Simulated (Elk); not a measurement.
# Optical response of AgCl (Chlorargyrite)

Wanted: where AgCl (Chlorargyrite) starts to absorb, how strongly, and its refractive index. The cell comes from an older database entry, whose edges can differ from later determinations, mostly by under a per cent.

Calculated with Elk 11.2.3 (patched build); DFT, LDA, all-electron APW+lo, Dirac cores, scalar-relativistic bands, independent-particle optical response without local fields.

The database entry behind the starting cell differs from other determinations of this structure, so it need not match the best structure at room temperature.

## (1) The system as given

The structure is cubic, space group Fm-3m (No. 225). Conventional cell: a = 5.470 Å, b = 5.470 Å, c = 5.470 Å, α = 90.00°, β = 90.00°, γ = 90.00°. Nearest to Ag lie 6 Cl at 2.73 Å. Cl has 6 Ag at 2.73 Å nearest. Farther neighbours, and contacts between anions beyond the nearest, are not listed.

## (2) Ground state

First the ground state: is it a metal or has it a gap?

This step: DFT, LDA, all-electron APW+lo, Dirac cores, scalar-relativistic bands, ground state (Elk 11.2.3 (patched build)).

Contents of elk.in:

```
tasks
  0
  120

xctype
  3

nempty
  12

lorbcnd
  .true.

rgkmax
  7.0

swidth
  0.0018375

maxscl
  100

epsengy
  1e-05

sppath
  './'

avec
  0.000000000000 5.168400950851 5.168400950851
  5.168400950851 0.000000000000 5.168400950851
  5.168400950851 5.168400950851 0.000000000000

atoms
  2
  'Ag.in'
  1
  0.000000000000 0.000000000000 0.000000000000   0.000 0.000 0.000
  'Cl.in'
  1
  0.500000000000 0.500000000000 0.500000000000   0.000 0.000 0.000

ngridk
  10 10 10
```

Started as:

```console
> OMP_NUM_THREADS=4 elk
```

Standard output:

```text
┌─────────────────────────┐
│ Elk code version 11.2.3 │
└─────────────────────────┘

All units are atomic (Hartree, Bohr, etc.)

┌─────────────────────────────────────────────────┐
│ Ground-state run starting from atomic densities │
└─────────────────────────────────────────────────┘

Lattice vectors :
   0.000000000       5.168400951       5.168400951
   5.168400951       0.000000000       5.168400951
   5.168400951       5.168400951       0.000000000

Reciprocal lattice vectors :
 -0.6078461566      0.6078461566      0.6078461566
  0.6078461566     -0.6078461566      0.6078461566
  0.6078461566      0.6078461566     -0.6078461566

Unit cell volume      :    276.1204604
Brillouin zone volume :   0.8983405761

Muffin-tin inner radius fraction :   0.1000000000E-01

Nuclei treated as point charges

Species : 1 (Ag)
 parameters loaded from : Ag.in
 name : silver
 nuclear charge    :   -47.00000000
 electronic charge :    47.00000000
 atomic mass :    196631.6998
 muffin-tin radius :    2.600000000
 number of radial points in muffin-tin :    597
 inner part over the whole radius :   0.9869554211E-02
 number on inner part of muffin-tin    :    425
 approximate nuclear radius :   0.8648227117E-04
 number of mesh points to nuclear radius :    213
 atomic positions (lattice), magnetic fields (Cartesian) :
  1 :   0.00000000  0.00000000  0.00000000    0.00000000  0.00000000  0.00000000

Species : 2 (Cl)
 parameters loaded from : Cl.in
 name : chlorine
 nuclear charge    :   -17.00000000
 electronic charge :    17.00000000
 atomic mass :    64626.86550
 muffin-tin radius :    2.200000000
 number of radial points in muffin-tin :    397
 inner part over the whole radius :   0.9992010025E-02
 number on inner part of muffin-tin    :    278
 approximate nuclear radius :   0.6305718926E-04
 number of mesh points to nuclear radius :    127
 atomic positions (lattice), magnetic fields (Cartesian) :
  1 :   0.50000000  0.50000000  0.50000000    0.00000000  0.00000000  0.00000000

Total number of atoms per unit cell :    2
Total muffin-tin volume :    118.2244147
 ratio of muffin-tin to unit cell volume :   0.4281624570

Spin treatment :
 spin-unpolarised

Number of Bravais lattice symmetries :   48
Number of crystal symmetries         :   48
Crystal has inversion symmetry
Real symmetric eigensolver will be used

k-point grid :     10    10    10
k-point offset :    0.000000000       0.000000000       0.000000000
k-point set is reduced with full crystal symmetry group
Total number of k-points :       47

Muffin-tin radius times maximum |G+k| :    7.000000000
 using average radius
Maximum |G+k| for APW functions       :    2.916666667
Maximum (1/2)|G+k|²                   :    4.253472222
Maximum |G| for potential and density :    12.00000000
Constant for pseudocharge density :    8
 order of it for each species :   15  15
 order of it for pair densities of each species (exact exchange by exxq0 0: 15) :   11   7
Radial integration step length :    1

G-vector grid sizes :     28    28    28
Number of G-vectors :     7991

Maximum angular momentum used for
 APW functions            :    8
 outer part of muffin-tin :    6
 inner part of muffin-tin :    2

Total nuclear charge    :   -64.00000000
Total core charge       :    38.00000000
Total valence charge    :    26.00000000
Total excess charge     :    0.000000000
Total electronic charge :    64.00000000

Effective Wigner radius, rₛ :    1.009896038

Number of empty states         :     24
Total number of valence states :     38
Total number of core states    :     38

Conduction state local-orbitals added automatically
Third-order local-orbitals added for an l without core states : F
Total number of local-orbitals :    121

Exchange-correlation functional :      3     0     0
 Perdew-Wang/Ceperley-Alder, Phys. Rev. B 45, 13244 (1992)
 gradient requirement :    0
 local density approximation (LDA)

Smearing type :    3
 Fermi-Dirac
Smearing width :   0.1837500000E-02
Effective electronic temperature (K) :    580.2366081

Mixing type :    3
 Broyden mixing, J. Phys. A: Math. Gen. 17, L317 (1984)

Kohn-Sham potential initialised from atomic data

┌──────────────────────────────┐
│ Self-consistent loop started │
└──────────────────────────────┘

┌─────────────────┐
│ Loop number : 1 │
└─────────────────┘

Energies :
 Fermi                       :     0.147141E-01
 sum of occupied eigenvalues :     -3448.9524272380
 electron kinetic            :      6017.1010437858
 core electron kinetic       :      5801.0462203569
 Coulomb                     :     -11618.704939807
 Coulomb potential           :     -9236.3358310043
 nuclear-nuclear             :     -638.22344422821
 electron-nuclear            :     -12739.935600774
 Hartree                     :      1759.4541051948
 Madelung                    :     -7000.5370243051
 xc potential                :     -229.71764001951
 exchange                    :     -165.53580744267
 correlation                 :     -5.808832
 electron entropic           :    -0.324305E-05
 total energy                :     -5772.9485388279

Density of states at Fermi energy :   0.1610162233
 (states/Hartree/unit cell)

Estimated indirect band gap :   0.1585105997E-01
 from k-point 6 to k-point 1
Estimated direct band gap   :   0.9719278656E-01
 at k-point 1

Charges :
 core                        :    38.00000000
 valence                     :    26.00000000
 interstitial                :    2.567286847
 muffin-tins (core leakage)
  species : 1 (Ag)
   atom 1                    :    45.68913164     ( -0.5336250599E-05)
  species : 2 (Cl)
   atom 1                    :    15.74358151     (  0.7631394954E-05)
 total in muffin-tins        :    61.43271315
 total calculated charge     :    63.99969299
 total charge                :    64.00000000
 error                       :   0.3070140519E-03

┌─────────────────┐
│ Loop number : 2 │
└─────────────────┘

Energies :
 Fermi                       :     0.155538E-01
 sum of occupied eigenvalues :     -3448.9266330782
 electron kinetic            :      6017.0081859094
 core electron kinetic       :      5800.9629249985
 Coulomb                     :     -11618.753303840
 Coulomb potential           :     -9236.2813055038
 nuclear-nuclear             :     -638.22344422821
 electron-nuclear            :     -12740.086249309
 Hartree                     :      1759.5563896963
 Madelung                    :     -7000.6126510885
 xc potential                :     -229.65351348376
 exchange                    :     -165.53851961442
 correlation                 :     -5.808896
 electron entropic           :    -0.305416E-05
 total energy                :     -5773.0925361031

Density of states at Fermi energy :   0.1501676018
 (states/Hartree/unit cell)

Estimated indirect band gap :   0.1612063056E-01
 from k-point 6 to k-point 1
Estimated direct band gap   :   0.9778199129E-01
 at k-point 1

Charges :
 core                        :    38.00000000
 valence                     :    26.00000000
 interstitial                :    2.567421867
 muffin-tins (core leakage)
  species : 1 (Ag)
   atom 1                    :    45.69226703     ( -0.5336250712E-05)
  species : 2 (Cl)
   atom 1                    :    15.74031110     (  0.7636215027E-05)
 total in muffin-tins        :    61.43257813
 total calculated charge     :    63.99969328
 total charge                :    64.00000000
 error                       :   0.3067189674E-03

RMS change in Kohn-Sham potential (target) :   0.1047056829     (  0.1000000000E-05)
Absolute change in total energy (target)   :   0.1439972752     (  0.1000000000E-04)

[... 12 loops left out ...]

┌──────────────────┐
│ Loop number : 15 │
└──────────────────┘

Energies :
 Fermi                       :     0.123514
 sum of occupied eigenvalues :     -3442.9681772051
 electron kinetic            :      6018.7706560525
 core electron kinetic       :      5801.3569976982
 Coulomb                     :     -11620.016189761
 Coulomb potential           :     -9234.5599225579
 nuclear-nuclear             :     -638.22344422821
 electron-nuclear            :     -12744.315334667
 Hartree                     :      1762.5225891349
 Madelung                    :     -7002.7362284817
 xc potential                :     -227.17891069975
 exchange                    :     -165.60636841152
 correlation                 :     -5.810305
 electron entropic           :    -0.723997E-06
 total energy                :     -5772.6622079114

Density of states at Fermi energy :   0.2853062046E-01
 (states/Hartree/unit cell)

Estimated indirect band gap :   0.2217589348E-01
 from k-point 6 to k-point 1
Estimated direct band gap   :   0.1104659968
 at k-point 2

Charges :
 core                        :    38.00000000
 valence                     :    26.00000000
 interstitial                :    2.588856943
 muffin-tins (core leakage)
  species : 1 (Ag)
   atom 1                    :    45.80870523     ( -0.5336275326E-05)
  species : 2 (Cl)
   atom 1                    :    15.60243783     (  0.7520506124E-05)
 total in muffin-tins        :    61.41114306
 total calculated charge     :    63.99970592
 total charge                :    64.00000000
 error                       :   0.2940839360E-03

RMS change in Kohn-Sham potential (target) :   0.2580961689E-07 (  0.1000000000E-05)
Absolute change in total energy (target)   :   0.5341636097E-05 (  0.1000000000E-04)

Convergence targets achieved

┌──────────────────┐
│ Loop number : 16 │
└──────────────────┘

Energies :
 Fermi                       :     0.123514
 sum of occupied eigenvalues :     -3442.9681770730
 electron kinetic            :      6018.7706559525
 core electron kinetic       :      5801.3569984095
 Coulomb                     :     -11620.016189992
 Coulomb potential           :     -9234.5599228813
 nuclear-nuclear             :     -638.22344422821
 electron-nuclear            :     -12744.315334861
 Hartree                     :      1762.5225890964
 Madelung                    :     -7002.7362285518
 xc potential                :     -227.17891014426
 exchange                    :     -165.60636841872
 correlation                 :     -5.810305
 electron entropic           :    -0.723995E-06
 total energy                :     -5772.6622082506

Density of states at Fermi energy :   0.2853052732E-01
 (states/Hartree/unit cell)

Estimated indirect band gap :   0.2217590560E-01
 from k-point 6 to k-point 1
Estimated direct band gap   :   0.1104660096
 at k-point 2

Charges :
 core                        :    38.00000000
 valence                     :    26.00000000
 interstitial                :    2.588856952
 muffin-tins (core leakage)
  species : 1 (Ag)
   atom 1                    :    45.80870520     ( -0.5336275180E-05)
  species : 2 (Cl)
   atom 1                    :    15.60243784     (  0.7520507461E-05)
 total in muffin-tins        :    61.41114305
 total calculated charge     :    63.99970592
 total charge                :    64.00000000
 error                       :   0.2940839349E-03

┌──────────────────────────────┐
│ Self-consistent loop stopped │
└──────────────────────────────┘

Wrote STATE.OUT
```

Elapsed: 6.6 s, on 4 threads of Arm Neoverse V1, shared host; peak memory 0.08 GiB; 20 s of CPU time.

Read from the output:

| Item | Value |
| --- | --- |
| total energy | -5773 Ha |
| Fermi energy | 3.361 eV |
| DOS at the Fermi level | 0.001048 states/eV/cell |
| gap on the k-mesh | 0.6034 eV |
| direct gap on the mesh | 3.006 eV |

There is a gap, 0.60 eV on this mesh (points off the mesh can give less), so no carriers' term is needed.

## (3) Independent particles

With the density converged, the vertical transitions are summed over the zone.

This step: DFT, LDA, all-electron APW+lo, Dirac cores, scalar-relativistic bands, independent-particle optical response without local fields (Elk 11.2.3 (patched build)).

elk.in, as its differences from that of step 2:

```diff
@@ -1,4 +1,6 @@
 tasks
-  0
-  120
+  121
+
+optcomp
+  1 1
 
@@ -17,9 +19,7 @@
 swidth
-  0.0018375
+  0.0055124
 
-maxscl
-  100
-
-epsengy
-  1e-05
+wplot
+  400 100 0
+  0.0 0.58799
```

Started as:

```console
> OMP_NUM_THREADS=4 elk
```

Standard output:

```text
┌─────────────────────────────────┐
│ Elk code version 11.2.3 started │
└─────────────────────────────────┘

┌────────────────────┐
│ Current task : 121 │
└────────────────────┘

Info(dielectric):
 dielectric tensor written to EPSILON_ij.OUT
 optical conductivity written to SIGMA_ij.OUT
 for components
  i = 1, j = 1

┌──────────────────┐
│ Elk code stopped │
└──────────────────┘
```

Elapsed: 1.4 s, on 4 threads; peak memory 0.03 GiB.

Read-outs:

| Quantity | Value |
| --- | --- |
| electronic dielectric constant ε∞, mean of the axes | 5.683 |
| main peak of Im epsilon, first axis | 4.625 eV |

Values under the direct gap are tails of Lorentzian lines. Table of Im ε, E ∥ x by photon energy; read off at these points:

| photon energy (eV) | Im ε, E ∥ x |
| --- | --- |
| 0.00 | 0 |
| 0.50 | 0.0251 |
| 1.00 | 0.0547 |
| 1.50 | 0.0972 |
| 2.00 | 0.174 |
| 2.50 | 0.393 |
| 3.00 | 2.51 |
| 3.50 | 3.89 |
| 4.00 | 5.19 |
| 4.50 | 7.74 |
| 4.64 | 8.47 |
| 5.00 | 7.06 |
| 5.50 | 4.24 |
| 6.00 | 4.65 |
| 6.50 | 3.82 |
| 7.00 | 3.40 |
| 7.50 | 3.12 |
| 8.00 | 5.07 |
| 8.16 | 5.65 |
| 8.50 | 5.13 |
| 9.00 | 4.41 |
| 9.50 | 3.52 |
| 10.00 | 4.43 |
| 10.08 | 4.50 |
| 10.50 | 3.48 |
| 11.00 | 2.43 |
| 11.50 | 2.75 |
| 12.00 | 2.88 |
| 12.50 | 2.12 |
| 13.00 | 1.79 |
| 13.50 | 1.4 |
| 14.00 | 1.03 |
| 14.50 | 1.18 |
| 15.00 | 0.934 |
| 15.50 | 1.22 |

The Re ε, E ∥ x by photon energy:

```csv
photon energy (eV),"Re ε, E ∥ x"
0,5.68
1,5.85
2,6.53
3,8.46
4,7.19
5,2.78
6,2.21
7,2.22
8,2.83
9,0.468
10,0.682
11,-0.413
12,-0.202
13,-0.684
14,-0.0679
15,0.140
```

The refractive index n and extinction k by photon energy:

```
photon energy (eV)      n       k
                 0   2.38       0
                 1   2.42  0.0113
                 2   2.56  0.0340
                 3   2.94   0.428
                 4   2.83   0.915
                 5   2.28    1.55
                 6   1.92    1.21
                 7   1.77   0.961
                 8   2.08    1.22
                 9   1.57    1.41
                10   1.61    1.38
                11   1.01    1.20
                12   1.16    1.24
                13  0.784    1.14
                14  0.694   0.741
                15  0.736   0.634
```

The reflectivity at normal incidence, E ∥ x by photon energy; read off at these points:

```
photon energy (eV)  reflectivity at normal incidence, E ∥ x (%)
              0.00                                         16.7
              0.50                                         16.8
              1.00                                         17.2
              1.50                                         17.9
              2.00                                         19.1
              2.50                                         21.3
              3.00                                         25.1
              3.50                                         25.7
              4.00                                         27.0
              4.50                                         31.6
              4.64                                         33.2
              5.00                                         30.7
              5.50                                         21.4
              6.00                                         23.2
              6.50                                         19.7
              7.00                                         17.6
              7.50                                         16.6
              8.00                                         24.2
              8.50                                         27.1
              8.60                                         27.5
              9.00                                         26.9
              9.50                                         23.3
             10.00                                         26.1
             10.50                                         33.0
             11.00                                         26.2
             11.50                                         21.4
             12.00                                         25.3
             12.32                                         32.3
             12.50                                         30.3
             13.00                                         30.0
             13.50                                         29.3
             14.00                                         18.8
             14.50                                         17.0
             15.00                                         13.8
             15.50                                         14.0
```

The loss function −Im 1/ε at q → 0, E ∥ x has structure finer than the step of the table below, so its rows give means over 0.5 eV. Peaks (eV: height): 13.96: 0.992, 14.92: 1.07.

Values under the direct gap are tails of Lorentzian lines. Loss function −Im 1/ε at q → 0, E ∥ x against energy loss; means over each step:

| energy loss (eV) | loss function −Im 1/ε at q → 0, E ∥ x |
| --- | --- |
| 0.5 | 7.7e-4 |
| 1.0 | 0.00160 |
| 1.5 | 0.00263 |
| 2.0 | 0.00414 |
| 2.5 | 0.00768 |
| 3.0 | 0.0279 |
| 3.5 | 0.0438 |
| 4.0 | 0.0570 |
| 4.5 | 0.0812 |
| 5.0 | 0.133 |
| 5.5 | 0.184 |
| 6.0 | 0.176 |
| 6.5 | 0.208 |
| 7.0 | 0.201 |
| 7.5 | 0.160 |
| 8.0 | 0.152 |
| 8.5 | 0.190 |
| 9.0 | 0.229 |
| 9.5 | 0.272 |
| 10.0 | 0.231 |
| 10.5 | 0.275 |
| 11.0 | 0.392 |
| 11.5 | 0.380 |
| 12.0 | 0.349 |
| 12.5 | 0.419 |
| 13.0 | 0.503 |
| 13.5 | 0.630 |
| 14.0 | 0.895 |
| 14.5 | 0.872 |
| 15.0 | 1.01 |
| 15.5 | 0.819 |

Optical constants at common wavelengths, from n + ik = √ε:

| wavelength (nm) | n | k | R (%) | 1/α |
| --- | --- | --- | --- | --- |
| 1550 | 2.41 | 0.009 | 17.0 | 14 µm |
| 1064 | 2.43 | 0.014 | 17.4 | 6.2 µm |
| 633 | 2.55 | 0.032 | 19.0 | 1.6 µm |
| 532 | 2.65 | 0.053 | 20.4 | 793 nm |
| 405 | 2.86 | 0.466 | 24.4 | 69 nm |
| 365 | 2.97 | 0.561 | 26.1 | 52 nm |
| 308 | 2.82 | 0.892 | 26.7 | 27 nm |

Below the direct gap, k and the depth come from the tails of the Lorentzian lines, not from transitions.

Rows near the edge hang on the gap, which this functional as a rule makes too small, and phonon-assisted absorption over an indirect gap is left out.

## (4) Outcome

| Item | Value |
| --- | --- |
| electronic dielectric constant ε∞, mean of the axes (independent particles) | 5.68 |
| main peak of Im epsilon, first axis | 4.63 eV |

In words: At this level (LDA, independent particles) AgCl has ε∞ = 5.68 and n = 2.41 at 1550 nm, and Im ε peaks at 4.6 eV. On the mesh the gap is 0.60 eV and the least direct gap 3.01 eV, so on this mesh the band edges lie at different points. Im ε has its chief maxima at 3.95 eV (5.4), 4.63 eV (8.5), 5.94 eV (4.8) and 8.16 eV (5.7). Excitons and phonon-assisted transitions are missing, and so are local fields; LDA gaps are as a rule too small, which pulls the onset down and ε∞ up.

[Long decimals in the printed logs are rounded to 6 places.]

[Machine, clock and banner lines and Python warnings are left out of the logs.]

[Logs are printed without paths, hosts, clocks, repeated set-up lines and the standing remarks that a program may print on its own settings, such as how far it seeks lower states.]

[Hosts, paths, dates, database ids (printed as entryN), source tags and the programs' standing remarks are cut or masked in the printed files.]

[Where Elk ran, warnings of its patched build on accuracy (core leakage, angular cutoffs, spin-orbit splittings, empty states, lower magnetic states) are left out.]

[Where the starting crystal was built by hand or by swapping elements, it need not be the compound's stable phase.]

[The count of steps not shown may lack steps that the program refused or didn't finish.]
